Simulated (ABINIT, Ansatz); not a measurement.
# Quasiparticle gap of GaAs (F-43m) in ABINIT, part 2 of 3

Wanted: ground state, empty states, screening and self-energy for GaAs (F-43m).

ABINIT 10.8.3; PBE and many-body steps on it, plane waves. Known limits of the many-body steps: short of the basis limit; screening runs away on this mesh; no spin-orbit coupling; coarse k mesh.

So far. Step 2 (Ground state): The gap is direct, at Γ.

## 3. Bands along the symmetry lines

Level of this step: DFT, PBE, plane waves, norm-conserving pseudopotentials (ABINIT).

The cheap functional maps the bands first; the places of the edges decide which points the dearer methods must see.

Contents of run.abi:

```
acell 3*1.0 Angstrom
rprim 
  0.000000000000 2.826850000000 2.826850000000
  2.826850000000 0.000000000000 2.826850000000
  2.826850000000 2.826850000000 0.000000000000
ntypat 2
znucl 31 33
natom 2
typat 1 2
xred 
  0.000000000000 0.000000000000 0.000000000000
  0.250000000000 0.250000000000 0.250000000000
pp_dirpath "pseudos"
pseudos "Ga.upf, As.upf"
ecut 45
iscf -2
irdden 1
kptopt 0
nkpt 50
kpt 
  0.00000000 0.00000000 0.00000000
  -0.06250000 -0.06250000 0.00000000
  -0.12500000 -0.12500000 0.00000000
  -0.18750000 -0.18750000 0.00000000
  -0.25000000 -0.25000000 0.00000000
  -0.31250000 -0.31250000 0.00000000
  -0.37500000 -0.37500000 0.00000000
  -0.43750000 -0.43750000 0.00000000
  -0.50000000 -0.50000000 0.00000000
  -0.48437500 -0.48437500 0.03125000
  -0.46875000 -0.46875000 0.06250000
  -0.45312500 -0.45312500 0.09375000
  -0.43750000 -0.43750000 0.12500000
  -0.42187500 -0.42187500 0.15625000
  -0.40625000 -0.40625000 0.18750000
  -0.39062500 -0.39062500 0.21875000
  -0.37500000 -0.37500000 0.25000000
  -0.37500000 0.00000000 0.37500000
  -0.32812500 0.00000000 0.32812500
  -0.28125000 0.00000000 0.28125000
  -0.23437500 0.00000000 0.23437500
  -0.18750000 0.00000000 0.18750000
  -0.14062500 0.00000000 0.14062500
  -0.09375000 0.00000000 0.09375000
  -0.04687500 0.00000000 0.04687500
  0.00000000 0.00000000 0.00000000
  0.00000000 0.00000000 0.06250000
  0.00000000 0.00000000 0.12500000
  0.00000000 0.00000000 0.18750000
  0.00000000 0.00000000 0.25000000
  0.00000000 0.00000000 0.31250000
  0.00000000 0.00000000 0.37500000
  0.00000000 0.00000000 0.43750000
  -0.00000000 -0.00000000 0.50000000
  -0.06250000 -0.03125000 0.46875000
  -0.12500000 -0.06250000 0.43750000
  -0.18750000 -0.09375000 0.40625000
  -0.25000000 -0.12500000 0.37500000
  -0.31250000 -0.15625000 0.34375000
  -0.37500000 -0.18750000 0.31250000
  -0.43750000 -0.21875000 0.28125000
  -0.50000000 -0.25000000 0.25000000
  -0.50000000 -0.28125000 0.21875000
  -0.50000000 -0.31250000 0.18750000
  -0.50000000 -0.34375000 0.15625000
  -0.50000000 -0.37500000 0.12500000
  -0.50000000 -0.40625000 0.09375000
  -0.50000000 -0.43750000 0.06250000
  -0.50000000 -0.46875000 0.03125000
  -0.50000000 -0.50000000 0.00000000
istwfk *1
nband 29
nbdbuf 2
tolwfr 1e-08
nstep 40
prtwf 0
prtvol 0
indata_prefix "in"
outdata_prefix "out"
tmpdata_prefix "tmp"
```

Command:

```
OMP_NUM_THREADS=1 mpirun -n 4 abinit run.abi > log
```

The log of the run:

```text
.Version 10.8.3 of ABINIT. v10.8.2 released Aug 2026.

 Symmetries : space group F-4 3 m (#216); Bravais cF (face-center cubic)
[... echo of the input left out ...]
== DATASET  1 ==================================================================
-   mpi_nproc: 4, omp_nthreads: 1 (-1 if OMP is not activated)

--- !DatasetInfo
iteration_state: {dtset: 1, }
dimensions: {natom: 2, nkpt: 50, mband: 29, nsppol: 1, nspinor: 1, nspden: 1, mpw: 4477, }
cutoff_energies: {ecut:  45.0, pawecutdg:  -1.0, }
electrons: {nelect:   4.40000000E+01, charge:   0.00000000E+00, occopt:   1.00000000E+00, tsmear:   1.00000000E-02, }

 Real(R)+Recip(G) space primitive vectors, cartesian coordinates (Bohr,Bohr^-1):
 R(1)=  0.0000000  5.3419723  5.3419723  G(1)= -0.0935984  0.0935984  0.0935984
 R(2)=  5.3419723  0.0000000  5.3419723  G(2)=  0.0935984 -0.0935984  0.0935984
 R(3)=  5.3419723  5.3419723  0.0000000  G(3)=  0.0935984  0.0935984 -0.0935984
 Unit cell volume ucvol=  3.0488418E+02 bohr^3
 Angles (23,13,12)=  6.00000000E+01  6.00000000E+01  6.00000000E+01 degrees

 getcut: wavevector=  0.0000  0.0000  0.0000  ngfft=  48  48  48
         ecut(hartree)=     45.000   => boxcut(ratio)=   2.10404

--- Pseudopotential description ------------------------------------------------
- Ga Generated using ONCVPSP code by D. R. Hamann
- 31.00000  21.00000  171031                  znucl, zion, pspdat
12 -101130 2 -1 1902                          pspcod,pspxc,lmax,lloc,mmax
     nproj     2     2     2
  pspatm : epsatm=   21.85474337
         --- l  ekb(1:nproj) -->
             0    4.962806   -1.220223
             1   -5.679278   -1.350476
             2  -10.596651   -3.839775
 pspatm: atomic psp has been read  and splines computed

- As Generated using ONCVPSP code by D. R. Hamann
- 33.00000  23.00000  171031                  znucl, zion, pspdat
12 -101130 2 -1 1358                          pspcod,pspxc,lmax,lloc,mmax
     nproj     2     2     2
  pspatm : epsatm=   24.77333152
         --- l  ekb(1:nproj) -->
[...]
pspatm: atomic psp has been read  and splines computed

--------------------------------------------------------------------------------

================================================================================
 prteigrs : about to open file out_EIG
 Non-SCF case, kpt    1 (  0.00000  0.00000  0.00000), residuals and eigenvalues=
  7.95E-09  4.10E-09  8.72E-10  4.22E-09  1.87E-09  2.51E-09  6.84E-09  4.92E-09
  4.52E-09  6.80E-09  5.31E-09  1.63E-09  2.65E-09  3.05E-09  6.31E-09  5.72E-09
  3.83E-09  3.66E-09  7.04E-09  2.25E-09  2.99E-09  6.38E-09  8.69E-09  9.63E-09
  3.50E-09  7.40E-09  6.12E-09  1.08E-06  2.68E-05
 -6.5841E+00 -5.0788E+00 -4.5024E+00 -4.5024E+00 -4.5024E+00 -3.2656E+00
 -3.2656E+00 -3.2656E+00 -1.0842E+00 -1.0842E+00 -1.0842E+00 -1.0838E+00
 -1.0838E+00 -3.3685E-01 -3.3685E-01 -3.3685E-01 -3.3402E-01 -3.3402E-01
[...]
Non-SCF case, kpt    2 ( -0.06250 -0.06250  0.00000), residuals and eigenvalues=
[...]
1.73E-09  1.85E-09  3.51E-09  1.38E-07  1.65E-05
[...]
Non-SCF case, kpt    3 ( -0.12500 -0.12500  0.00000), residuals and eigenvalues=
[...]
Non-SCF case, kpt   49 ( -0.50000 -0.46875  0.03125), residuals and eigenvalues=
[...]
Non-SCF case, kpt   50 ( -0.50000 -0.50000  0.00000), residuals and eigenvalues=
[...]
-1.0837E+00 -3.4072E-01 -3.3464E-01 -3.3464E-01 -3.3460E-01 -3.3301E-01
 -1.6768E-01 -4.2359E-02  1.0989E-01  1.0989E-01  2.6225E-01  2.6928E-01
[...]
--- !ResultsGS
iteration_state: {dtset: 1, }
comment   : Summary of ground state results
lattice_vectors:
- [  0.0000000,   5.3419723,   5.3419723, ]
- [  5.3419723,   0.0000000,   5.3419723, ]
- [  5.3419723,   5.3419723,   0.0000000, ]
lattice_lengths: [   7.55469,    7.55469,    7.55469, ]
lattice_angles: [ 60.000,  60.000,  60.000, ] # degrees, (23, 13, 12)
lattice_volume:   3.0488418E+02
convergence: {deltae:  0.000E+00, res2:  0.000E+00, residm:  9.967E-09, diffor:  0.000E+00, }
etotal    :  -5.53587247E+02
entropy   :   0.00000000E+00
fermie    :   2.08235878E-01
cartesian_stress_tensor: null
pressure_GPa: null
xred      :
- [  0.0000E+00,   0.0000E+00,   0.0000E+00, Ga]
- [  2.5000E-01,   2.5000E-01,   2.5000E-01, As]
cartesian_forces: null
force_length_stats: {min: null, max: null, mean: null, }

 Integrated electronic density in atomic spheres:
 ------------------------------------------------
 Atom  Sphere_radius  Integrated_density
[...]
================================================================================

 ----iterations are completed or convergence reached----

 Mean square residual over all n,k,spin=   48.042E-10; max=  99.673E-10
 reduced coordinates (array xred) for    2 atoms
       0.000000      0.000000      0.000000
       0.250000      0.250000      0.250000

 cartesian coordinates (angstrom) at end:
    1      0.000000     0.000000     0.000000
    2      1.413425     1.413425     1.413425
 length scales=  1.889726  1.889726  1.889726 bohr
              =  1.000000  1.000000  1.000000 angstroms
 prteigrs : about to open file out_EIG
 Eigenvalues (hartree) for nkpt=  50  k points:
 kpt#   1, nband= 29, wtk=  1.00000, kpt=  0.0000  0.0000  0.0000 (reduced coord)
[...]
kpt#   2, nband= 29, wtk=  1.00000, kpt= -0.0625 -0.0625  0.0000 (reduced coord)
[...]
kpt#   3, nband= 29, wtk=  1.00000, kpt= -0.1250 -0.1250  0.0000 (reduced coord)
[...]
kpt#  49, nband= 29, wtk=  1.00000, kpt= -0.5000 -0.4687  0.0313 (reduced coord)
[...]
0.57609    0.57670    0.61192    0.68199    0.70271
 kpt#  50, nband= 29, wtk=  1.00000, kpt= -0.5000 -0.5000  0.0000 (reduced coord)
[...]
-1.08414   -1.08402   -1.08402   -1.08377   -1.08368   -0.34072   -0.33464   -0.33464
  -0.33460   -0.33301   -0.16768   -0.04236    0.10989    0.10989    0.26225    0.26928
   0.58231    0.58231    0.61197    0.69814    0.70285

== END DATASET(S) ==============================================================
================================================================================

 -outvars: echo values of variables after computation  --------
            nband          29
             nkpt          50
          spgroup         216
 [... the other variables as echoed above ...]

 Calculation completed.
```

It took 27 s on 4 MPI ranks of Arm Neoverse V2, shared host; peak memory 0.37 GiB.

Read from the output:

* gap: 0.5078 eV
* k of the valence top: 0, 0, 0
* k of the conduction bottom: 0, 0, 0
* least direct gap: 0.5078 eV

The gap is 0.508 eV, as in the run before at this level.

Electronic bands along the path, in eV, zero at the top of the highest filled band:

```csv
point,band 19,band 20,band 21,band 22,band 23,band 24,band 25,band 26
Γ,-12.73,0.00,0.00,0.00,0.51,3.74,3.74,3.74
halfway,-11.80,-4.09,-1.69,-1.69,1.99,3.27,6.62,6.62
X,-10.23,-6.82,-2.68,-2.68,1.47,1.66,10.18,10.18
halfway,-10.22,-6.77,-3.20,-2.57,1.66,2.57,9.21,9.43
U,-10.27,-6.63,-3.86,-2.26,1.97,4.64,7.96,8.07
jump to K,-10.27,-6.63,-3.86,-2.26,1.97,4.64,7.96,8.07
halfway,-11.72,-4.56,-2.44,-0.68,2.68,4.77,4.81,5.65
Γ,-12.73,0.00,0.00,0.00,0.51,3.74,3.74,3.74
halfway,-12.04,-4.14,-0.68,-0.68,1.45,4.60,4.60,5.96
L,-10.97,-6.64,-1.14,-1.14,1.00,4.65,4.65,7.76
halfway,-10.63,-6.49,-3.22,-1.94,3.03,4.18,6.35,7.70
W,-10.17,-6.63,-3.53,-3.34,4.62,4.73,5.42,6.05
halfway,-10.20,-6.73,-3.14,-3.04,2.56,2.76,8.15,8.36
X,-10.23,-6.82,-2.68,-2.68,1.47,1.66,10.18,10.18
```

The electronic bands as a text plot (rows in eV, shown from -8.0 to 6.5 only):

```
    6.2 |                  +++              +         ++ +++
    5.6 |    +              +++++++                  +  ++++
    5.0 |  ++                   +  ++      + ++   +++    ++
    4.4 |                 +      ++      ++++  +++++++++++++
    3.8 |++              +         ++++++++             +   +
    3.2 |  +++++        +                             ++
    2.6 |  +++  +++    +   ++++++++                  +       ++
    2.0 |     ++   ++ + +++        ++               +         +++
    1.4 | +     ++++++++             +  ++++++++  ++            +
    0.8 |+                            ++        ++
    0.2 |*                           ****
   -0.4 | ***                   ******   ****
   -1.0 | *  *                **   ***  *    ********
   -1.7 |     **           ***   **               ** **
   -2.3 |  **   ***     ***     *  **    **         *  *
   -2.9 |    *     *****      **           *         *  **   ****
   -3.5 |              ***  **   **                   *******
   -4.1 |     **          **                *
   -4.7 |                       *
   -5.3 |       **            **             **
   -5.9 |         *         **                 *
   -6.5 |          **  *****                    ***************
   -7.1 |            **                                        **
   -7.7 |
         Γ           X  U|K            Γ         L        W     X
```

## 4. Empty states on the mesh, 4×4×4 mesh, 164 bands

The sums over transitions need many empty states on a uniform mesh; this step solves for them.

Contents of run.abi:

```
acell 3*1.0 Angstrom
rprim 
  0.000000000000 2.826850000000 2.826850000000
  2.826850000000 0.000000000000 2.826850000000
  2.826850000000 2.826850000000 0.000000000000
ntypat 2
znucl 31 33
natom 2
typat 1 2
xred 
  0.000000000000 0.000000000000 0.000000000000
  0.250000000000 0.250000000000 0.250000000000
pp_dirpath "pseudos"
pseudos "Ga.upf, As.upf"
ecut 45
ngkpt 4 4 4
nshiftk 1
shiftk 0 0 0
kptopt 1
chksymbreak 0
irdden 1
istwfk *1
nband 164
prtvol 0
optdriver 6
gwr_task "HDIAGO"
paral_kgb 0
occopt 1
indata_prefix "in"
outdata_prefix "out"
tmpdata_prefix "tmp"
```

The log of the run:

```text
[banner, memory and clock lines left out]
.Version 10.8.3 of ABINIT. v10.8.2 released Aug 2026.

 Symmetries : space group F-4 3 m (#216); Bravais cF (face-center cubic)
[... echo of the input left out ...]
== DATASET  1 ==================================================================
-   mpi_nproc: 4, omp_nthreads: 1 (-1 if OMP is not activated)

--- !DatasetInfo
iteration_state: {dtset: 1, }
dimensions: {natom: 2, nkpt: 8, mband: 164, nsppol: 1, nspinor: 1, nspden: 1, mpw: 4477, }
cutoff_energies: {ecut:  45.0, pawecutdg:  -1.0, }
electrons: {nelect:   4.40000000E+01, charge:   0.00000000E+00, occopt:   1.00000000E+00, tsmear:   1.00000000E-02, }

.Using double precision arithmetic; gwpc =  8

- Reading GS density from: in_DEN

--- Pseudopotential description ------------------------------------------------
- Ga Generated using ONCVPSP code by D. R. Hamann
- 31.00000  21.00000  171031                  znucl, zion, pspdat
12 -101130 2 -1 1902                          pspcod,pspxc,lmax,lloc,mmax
     nproj     2     2     2
  pspatm : epsatm=   21.85474337
         --- l  ekb(1:nproj) -->
             0    4.962806   -1.220223
             1   -5.679278   -1.350476
             2  -10.596651   -3.839775
 pspatm: atomic psp has been read  and splines computed

- As Generated using ONCVPSP code by D. R. Hamann
- 33.00000  23.00000  171031                  znucl, zion, pspdat
12 -101130 2 -1 1358                          pspcod,pspxc,lmax,lloc,mmax
     nproj     2     2     2
  pspatm : epsatm=   24.77333152
         --- l  ekb(1:nproj) -->
             0    4.034276   -2.353825
             1   -6.723548   -2.113112
             2  -10.105298   -4.355719
 pspatm: atomic psp has been read  and splines computed

   2.05163530E+03                                ecore*ucvol(ha*bohr**3)

 Total charge density [el/Bohr^3]
)     Maximum=    7.1036E+00  at reduced coord.    0.2083    0.2708    0.3125
)     Minimum=    2.2576E-03  at reduced coord.    0.7500    0.7500    0.7500
   Integrated=    4.4000E+01

 === KS gaps after direct diagonalization ===
 Direct band gap semiconductor
 Fundamental gap:     0.508 (eV)
   VBM:     5.666 (eV) at k: [ 0.0000E+00,  0.0000E+00,  0.0000E+00]
   CBM:     6.174 (eV) at k: [ 0.0000E+00,  0.0000E+00,  0.0000E+00]
 Direct gap:         0.508 (eV) at k: [ 0.0000E+00,  0.0000E+00,  0.0000E+00]

== END DATASET(S) ==============================================================

 -outvars: echo values of variables after computation  --------
           etotal      0.0000000000E+00
            nband         164
             nkpt           8
          spgroup         216
 [... the other variables as echoed above ...]

 Calculation completed.
```

Wall time 1.7 min (4 MPI ranks); peak memory 4.4 GiB; 7 min of CPU time.

Read from the output:

| Quantity | Value |
| --- | --- |
| gap | 0.5078 eV |
| k of the valence top | 0, 0, 0 |
| k of the conduction bottom | 0, 0, 0 |
| least direct gap | 0.5078 eV |
| k points computed | 8 |
| lowest point of the top converged band, above the valence top | 108.1874 eV |

On this mesh the gap is 0.508 eV.

## 5. Screening, 4×4×4 mesh, 156 bands, screening to 217.7 eV

The RPA dielectric matrix is built and inverted for each q.

This step: RPA screening on PBE, plane waves, norm-conserving pseudopotentials.

run.abi, as its differences from that of step 4:

```diff
@@ -20,10 +20,11 @@
 chksymbreak 0
-irdden 1
 istwfk *1
-nband 164
-prtvol 0
-optdriver 6
-gwr_task "HDIAGO"
-paral_kgb 0
 occopt 1
+irdwfk 1
+optdriver 3
+nband 156
+ecuteps 8
+inclvkb 2
+awtr 1
+symchi 1
 indata_prefix "in"
```

The log of the run:

```text
.Version 10.8.3 of ABINIT. v10.8.2 released Aug 2026.

 Symmetries : space group F-4 3 m (#216); Bravais cF (face-center cubic)
[... echo of the input left out ...]
== DATASET  1 ==================================================================
-   mpi_nproc: 4, omp_nthreads: 1 (-1 if OMP is not activated)

--- !DatasetInfo
iteration_state: {dtset: 1, }
dimensions: {natom: 2, nkpt: 8, mband: 156, nsppol: 1, nspinor: 1, nspden: 1, mpw: 4477, }
cutoff_energies: {ecut:  45.0, pawecutdg:  -1.0, }
electrons: {nelect:   4.40000000E+01, charge:   0.00000000E+00, occopt:   1.00000000E+00, tsmear:   1.00000000E-02, }

 SCREENING: Calculation of the susceptibility and dielectric matrices

 Based on a program developped by R.W. Godby, V. Olevano, G. Onida, and L. Reining.
 Incorporated in ABINIT by V. Olevano, G.-M. Rignanese, and M. Torrent.
.Using double precision arithmetic ; gwpc =  8

[... cell and pseudopotentials left out ...]
--------------------------------------------------------------------------------

 ==== K-mesh for the wavefunctions ====
 Number of points in the irreducible wedge :     8
[... list of points left out ...]
 Together with 24 symmetry operations and time-reversal symmetry
 yields    64 points in the full Brillouin Zone.

 ==== Q-mesh for the screening function ====
 Number of points in the irreducible wedge :     8
[... list of points left out ...]
 Together with 24 symmetry operations and time-reversal symmetry
 yields    64 points in the full Brillouin Zone.

 setmesh: FFT mesh size selected  =    36x   36x   36
          total number of points  =        46656

 vcoul_init : cutoff-mode = AUXILIARY_FUNCTION
 q-points for optical limit:   1
     1)      0.000010    0.000020    0.000030

- screening: taking advantage of time-reversal symmetry
- Maximum band index for partially occupied states nbvw = 22
- Remaining bands to be divided among processors   nbcw = 134
- Number of bands treated by each node ~33

 Number of electrons calculated from density =   44.0000; Expected =   44.0000
 average of density, n =  0.144317
 r_s =    1.1827
 omega_plasma =   36.6450 [eV]

 calculating chi0 at frequencies [eV] :
  1    0.000000E+00    0.000000E+00
  2    0.000000E+00    3.664498E+01

--------------------------------------------------------------------------------
  q-point number  1        q = ( 0.000000, 0.000000, 0.000000) [r.l.u.]
--------------------------------------------------------------------------------
[... chi0 elements left out ...]
 For q-point:  0.000010 0.000020 0.000030
  dielectric constant = 140.7957
  dielectric constant without local fields = 149.5711

  Average fulfillment of the sum rule on Im[epsilon] for q-point    1 :     42.29  [%]
[... wings left out ...]
  q-point number  2        q = ( 0.250000, 0.000000, 0.000000) [r.l.u.]
--------------------------------------------------------------------------------
[... chi0 elements left out ...]
  Average fulfillment of the sum rule on Im[epsilon] for q-point    2 :     48.95  [%]

 [... 6 further q-points ...]
```

Elapsed: 1.8 min, on 4 MPI ranks; peak memory 1.8 GiB.

Numbers from this step:

| Property | Result |
| --- | --- |
| ε∞ with local fields, on this mesh | 140.8 |
| ε∞ without local fields, on this mesh | 149.6 |
| plasma frequency | 36.65 eV |
| plane waves in the screening matrix | 331 |

Local fields lower ε∞ by 6 %. The value itself is an artefact of the mesh, where one narrow direct gap carries too much weight.

(Continued in part 3 of 3.)

[Long decimals in the printed logs are rounded to 6 places.]

[Logs are printed without paths, hosts, clocks, repeated set-up lines and the standing remarks that a program may print on its own settings, such as how far it seeks lower states.]

[Paths, hosts, dates, memory and timing lines, banners, echoed tables and standing remarks are left out of the program output; an Ansatz launch command may be rebuilt from the run's recorded settings. Measured values are a selection of at most five: reports struck by readers or far from the other reports are left out. None is set beside runs whose start may be inverted or whose files or cutoffs have a known fault.]

[Runs of the session that timed out or met a known fault of the program may be left out.]

[Hosts, paths, dates, database ids (printed as entryN), source tags and the programs' standing remarks are cut or masked in the printed files.]

[G0W0 gaps are taken among the corrected bands and points alone; a level outside them can change the order at an edge.]

[Where Ansatz stands beside ABINIT at settings called matched, ABINIT's density can come from a denser mesh and the files from another edition; pairs whose starting gaps differed by over 0.03 eV were left out, so agreement reads better than it is.]
